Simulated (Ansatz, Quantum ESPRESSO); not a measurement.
# Complex bands of BP, zinc blende type, lattice constant set to 4.481 Å, part 4 of 4

Aim: how fast states decay in the gap of BP, zinc blende type, lattice constant set to 4.481 Å.

Quantum ESPRESSO 7.5; plane-wave DFT, LDA, GBRV ultrasoft pseudopotentials; cross-check by Ansatz 0.2.0 with PAW datasets.

So far. Step 2 (Ground state): The run needed 9 iterations to bring the estimated error under 1e-09 Ry.

### 5. Cross-check with Ansatz (continued)

Level of this step: plane-wave DFT, LDA, Ansatz PAW (Ansatz).

K across = (0, 0) in the cell's reciprocal vectors; values within 0.0025 1/Å of each other count once, columns are sorted by size at each energy, a dash where no further value was kept. Im kz of the slowest decaying states against energy, zero at the highest filled level of the SCF mesh:

| energy (eV) | decay 1 (Å⁻¹) | decay 2 (Å⁻¹) | decay 3 (Å⁻¹) |
| --- | --- | --- | --- |
| -2.04 | 0.968 | - | - |
| -1.87 | 0.942 | - | - |
| -1.70 | 0.915 | - | - |
| -1.53 | 0.888 | - | - |
| -1.36 | 0.859 | - | - |
| -1.02 | 0.799 | - | - |
| -0.85 | 0.768 | - | - |
| -0.68 | 0.735 | - | - |
| -0.51 | 0.7 | - | - |
| -0.34 | 0.664 | - | - |
| -0.17 | 0.625 | - | - |
| 0.00 | 0.0044 | 0.0073 | 0.584 |
| 0.17 | 0.103 | 0.127 | 0.540 |
| 0.34 | 0.140 | 0.177 | 0.491 |
| 0.68 | 0.185 | 0.246 | 0.375 |
| 0.85 | 0.199 | 0.272 | 0.299 |
| 1.02 | 0.193 | 0.209 | 0.295 |
| 1.19 | 0.217 | 0.315 | - |
| 1.36 | 0.0793 | 0.222 | 0.334 |
| 1.53 | 0.224 | 0.350 | - |
| 1.70 | 0.224 | 0.365 | - |
| 1.87 | 0.222 | 0.379 | - |
| 2.04 | 0.218 | 0.391 | - |
| 2.21 | 0.212 | 0.403 | - |
| 2.55 | 0.192 | 0.424 | - |
| 2.72 | 0.178 | 0.433 | - |
| 2.89 | 0.159 | 0.442 | - |
| 3.06 | 0.136 | 0.450 | - |
| 3.23 | 0.103 | 0.457 | - |
| 3.40 | 0.0446 | 0.464 | - |
| 3.57 | 0.133 | 0.471 | - |
| 3.74 | 0.194 | 0.477 | - |
| 3.91 | 0.235 | 0.484 | - |
| 4.25 | 0.286 | 0.495 | 1.50 |
| 4.42 | 0.304 | 0.500 | 1.48 |
| 4.59 | 0.317 | 0.505 | 1.47 |
| 4.76 | 0.326 | 0.509 | 1.45 |
| 4.93 | 0.333 | 0.514 | 1.44 |

K across = (0, 0) in the cell's reciprocal vectors. Table of Re kz of states that move upwards by energy, zero at the highest filled level of the SCF mesh:

```csv
energy (eV),channel 1 (Å⁻¹),channel 2 (Å⁻¹),channel 3 (Å⁻¹)
-2.04,-0.520,-0.520,-0.490
-1.70,-0.449,-0.449,-0.440
-1.36,-0.387,-0.380,-0.380
-1.02,-0.330,-0.311,-0.311
-0.68,-0.265,-0.239,-0.239
-0.34,-0.184,-0.159,-0.159
0.00,-,-,-
0.34,-,-,-
0.68,-,-,-
1.02,-,-,-
1.36,0.509,-,-
1.53,0.0265,0.602,-
1.87,-0.655,0.181,-
2.21,-0.534,0.274,-
2.55,-0.422,0.350,-
2.89,-0.310,0.415,-
3.23,-0.178,0.473,-
3.57,0.0859,0.0859,0.527
3.91,0.169,0.169,0.576
4.25,0.229,0.229,0.622
4.59,0.282,0.282,0.665
4.93,-0.696,0.331,0.331
```

K across = (1/2, 0) in the cell's reciprocal vectors; values within 0.0025 1/Å of each other count once, columns are sorted by size at each energy, a dash where no further value was kept. Table of Im kz of the slowest decaying states by energy, zero at the highest filled level of the SCF mesh:

```csv
energy (eV),decay 1 (Å⁻¹),decay 2 (Å⁻¹),decay 3 (Å⁻¹)
-2.04,0.244,1.38,-
-1.87,1.36,-,-
-1.53,0.127,0.416,1.32
-1.36,0.160,0.490,1.30
-1.02,0.207,0.571,1.26
-0.85,0.225,0.595,1.24
-0.68,0.241,0.613,1.21
-0.34,0.265,0.635,1.17
-0.17,0.275,0.642,1.15
0.00,0.284,0.646,1.12
0.17,0.291,0.648,1.10
0.34,0.298,0.648,1.08
0.68,0.307,0.643,1.03
0.85,0.310,0.639,1.00
1.02,0.312,0.633,0.975
1.36,0.313,0.618,0.920
1.53,0.313,0.609,0.891
1.87,0.308,0.588,0.829
2.04,0.304,0.575,0.797
2.21,0.299,0.562,0.763
2.55,0.284,0.531,0.688
2.72,0.275,0.514,0.647
3.06,0.250,0.476,0.552
3.23,0.234,0.454,0.495
3.57,0.190,0.344,0.404
3.74,0.156,0.216,0.375
3.91,0.0986,0.343,-
4.25,0.125,0.263,-
4.42,0.158,0.208,-
4.76,0.245,-,-
4.93,0.305,-,-
```

K across = (1/2, 1/2) in the cell's reciprocal vectors; values within 0.0025 1/Å of each other count once, columns are sorted by size at each energy, a dash where no further value was kept. The Im kz of the slowest decaying states by energy, zero at the highest filled level of the SCF mesh:

```csv
energy (eV),decay 1 (Å⁻¹),decay 2 (Å⁻¹)
-2.04,0.322,-
-1.87,0.324,-
-1.70,0.324,-
-1.53,0.323,-
-1.36,0.321,-
-1.02,0.312,-
-0.85,0.306,0.309
-0.68,0.299,0.303
-0.51,0.290,0.296
-0.34,0.280,0.287
-0.17,0.269,0.278
0.00,0.256,0.267
0.17,0.241,0.255
0.34,0.224,0.242
0.68,0.181,0.209
0.85,0.153,0.189
1.02,0.115,0.165
1.19,0.0524,0.135
1.36,0.0952,-
1.53,-,-
1.70,-,-
1.87,-,-
2.04,-,-
2.21,-,-
2.55,-,-
2.72,-,-
2.89,-,-
3.06,-,-
3.23,-,-
3.40,-,-
3.57,-,-
3.74,-,-
3.91,-,-
4.25,-,-
4.42,-,-
4.59,-,-
4.76,-,-
4.93,-,-
```

K across = (1/4, 0) in the cell's reciprocal vectors; values within 0.0025 1/Å of each other count once, columns are sorted by size at each energy, a dash where no further value was kept. Table of Im kz of the slowest decaying states by energy, zero at the highest filled level of the SCF mesh:

| energy (eV) | decay 1 (Å⁻¹) | decay 2 (Å⁻¹) | decay 3 (Å⁻¹) |
| --- | --- | --- | --- |
| -2.04 | 1.09 | 1.44 | - |
| -1.87 | 1.06 | 1.42 | - |
| -1.53 | 1.02 | 1.39 | - |
| -1.36 | 0.992 | 1.37 | - |
| -1.02 | 0.0855 | 0.941 | 1.34 |
| -0.85 | 0.136 | 0.914 | 1.32 |
| -0.68 | 0.170 | 0.887 | 1.30 |
| -0.34 | 0.119 | 0.217 | 0.830 |
| -0.17 | 0.191 | 0.235 | 0.800 |
| 0.00 | 0.238 | 0.251 | 0.769 |
| 0.17 | 0.264 | 0.274 | 0.737 |
| 0.34 | 0.275 | 0.303 | 0.703 |
| 0.68 | 0.292 | 0.346 | 0.631 |
| 0.85 | 0.299 | 0.362 | 0.591 |
| 1.02 | 0.304 | 0.376 | 0.548 |
| 1.36 | 0.311 | 0.396 | 0.450 |
| 1.53 | 0.313 | 0.391 | 0.403 |
| 1.87 | 0.231 | 0.313 | 0.411 |
| 2.04 | 0.0513 | 0.311 | 0.412 |
| 2.21 | 0.308 | 0.411 | 0.950 |
| 2.55 | 0.298 | 0.403 | 0.905 |
| 2.72 | 0.291 | 0.395 | 0.883 |
| 3.06 | 0.271 | 0.371 | 0.838 |
| 3.23 | 0.258 | 0.353 | 0.816 |
| 3.57 | 0.222 | 0.301 | 0.774 |
| 3.74 | 0.196 | 0.264 | 0.754 |
| 3.91 | 0.161 | 0.215 | 0.736 |
| 4.25 | 0.0782 | 0.701 | 0.737 |
| 4.42 | 0.0908 | 0.685 | 0.699 |
| 4.76 | 0.171 | 0.616 | 0.656 |
| 4.93 | 0.216 | 0.570 | 0.642 |

### 6. Worked from the printed numbers

T falls as exp(−2κd). With κ = 0.172 1/Å, 10 Å of barrier pass exp(−2 × 0.172 × 10) = 0.032 of that channel, interfaces aside.

### 7. Outcome

```json
{
  "gap on the SCF mesh": "1.13 eV",
  "smallest κ at mid-gap among the four k points, at the zone centre": "0.172 Å⁻¹",
  "peak of the smallest κ in the stop band at the zone centre": "0.199 Å⁻¹",
  "peak of the smallest κ in the stop band at (1/2, 0)": "0.313 Å⁻¹",
  "peak of the smallest κ in the stop band at (1/4, 0)": "0.314 Å⁻¹",
  "energy of the peak at the zone centre, over the highest filled level": "0.85 eV",
  "peak at the zone centre by Ansatz": "0.199 Å⁻¹"
}
```

What this shows: With a gap of 1.13 eV on the mesh, the smallest κ at mid-gap among the four k points, at the zone centre is 0.172 Å⁻¹ (LDA, GBRV ultrasoft). For a barrier with the Fermi level at mid-gap the slowest state found, at the zone centre, loses a factor of ten in probability every 6.7 Å or so. Stop bands away from the zone centre are mostly wider than the gap, so their peaks can lie above the conduction bottom. At the zone centre pwcond's peak is 0.199 and Ansatz's 0.199 1/Å, 0 % apart. The cell is the a/√2 one, turned by 45°, with two primitive cells, so X along [001] folds onto kz = 0. A semilocal gap is too small, often by a third to a half and by more in narrow-gap crystals, so real barriers decay faster.

[Logs are printed without paths, hosts, clocks, repeated set-up lines and the standing remarks that a program may print on its own settings, such as how far it seeks lower states.]

[Hosts, paths, dates, database ids (printed as entryN), source tags and the programs' standing remarks are cut or masked in the printed files.]

[Maps of the electrostatic potential energy from Ansatz leave out the sawtooth potential of an applied field or a dipole correction, so their vacuum need not be flat; planar profiles and work functions include it.]
